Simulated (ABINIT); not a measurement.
Computed results, one entry a study.

```json
{"subject": "BN (P6_3mc): G0W0 with ABINIT, start to end", "lattice_ang": [[2.536, -0.0, 0.0], [-1.268, 2.1962, 0.0], [0.0, 0.0, 4.199]], "atoms": [["B", 0.6667, 0.3333, 0.0], ["B", 0.3333, 0.6667, 0.5], ["N", 0.6667, 0.3333, 0.375], ["N", 0.3333, 0.6667, 0.875]], "method": "RPA screening on LDA, plane waves, norm-conserving pseudopotentials (and 2 further levels or steps)", "program": "ABINIT 10.8.3", "settings": "cutoff 36 Ha, PseudoDojo scalar-relativistic 0.4.1 standard, norm-conserving, potential set dojo-sr-lda-0.4.1-standard, ngkpt (6, 6, 4), nband 136, ecuteps 9 Ha, inclvkb 2, shiftk (0, 0, 0), symchi 1, awtr 1, frequency ppm, 6×6×4 k-mesh", "cost": "5 runs, 28 min in all on 4 MPI ranks of Arm Neoverse V1, shared host", "notes": "The database entry behind the starting cell has ideal inner coordinates that were not refined. The program’s warnings: nkpt*nsppol () is not a multiple of nproc spkpt (). The cell and positions come from the Crystallography Open Database and are kept as given unless a step says otherwise. This is not the form that BN usually takes at ambient conditions. The 6×6×4 mesh is coarse for this cell, which bears on the long-range parts of exchange and screening.", "results": {"lda_gap": "5.05 eV, indirect", "g0w0_gap_on_the_mesh": "6.95 eV", "gw_settings": "6×6×4 mesh, 136 bands, screening to 244.9 eV, Godby-Needs plasmon pole", "known_limits": "short of the basis limit; coarse k mesh"}}
```

[Long decimals in the printed logs are rounded to 6 places.]

[Logs are printed without paths, hosts, clocks, repeated set-up lines and the standing remarks that a program may print on its own settings, such as how far it seeks lower states.]

[Paths, hosts, dates, memory and timing lines, banners, echoed tables and standing remarks are left out of the program output; an Ansatz launch command may be rebuilt from the run's recorded settings. Measured values are a selection of at most five: reports struck by readers or far from the other reports are left out. None is set beside runs whose start may be inverted or whose files or cutoffs have a known fault.]

[Runs of the session that timed out or met a known fault of the program may be left out.]

[Hosts, paths, dates, database ids (printed as entryN), source tags and the programs' standing remarks are cut or masked in the printed files.]

[G0W0 gaps are taken among the corrected bands and points alone; a level outside them can change the order at an edge.]

[Where Ansatz stands beside ABINIT at settings called matched, ABINIT's density can come from a denser mesh and the files from another edition; pairs whose starting gaps differed by over 0.03 eV were left out, so agreement reads better than it is.]
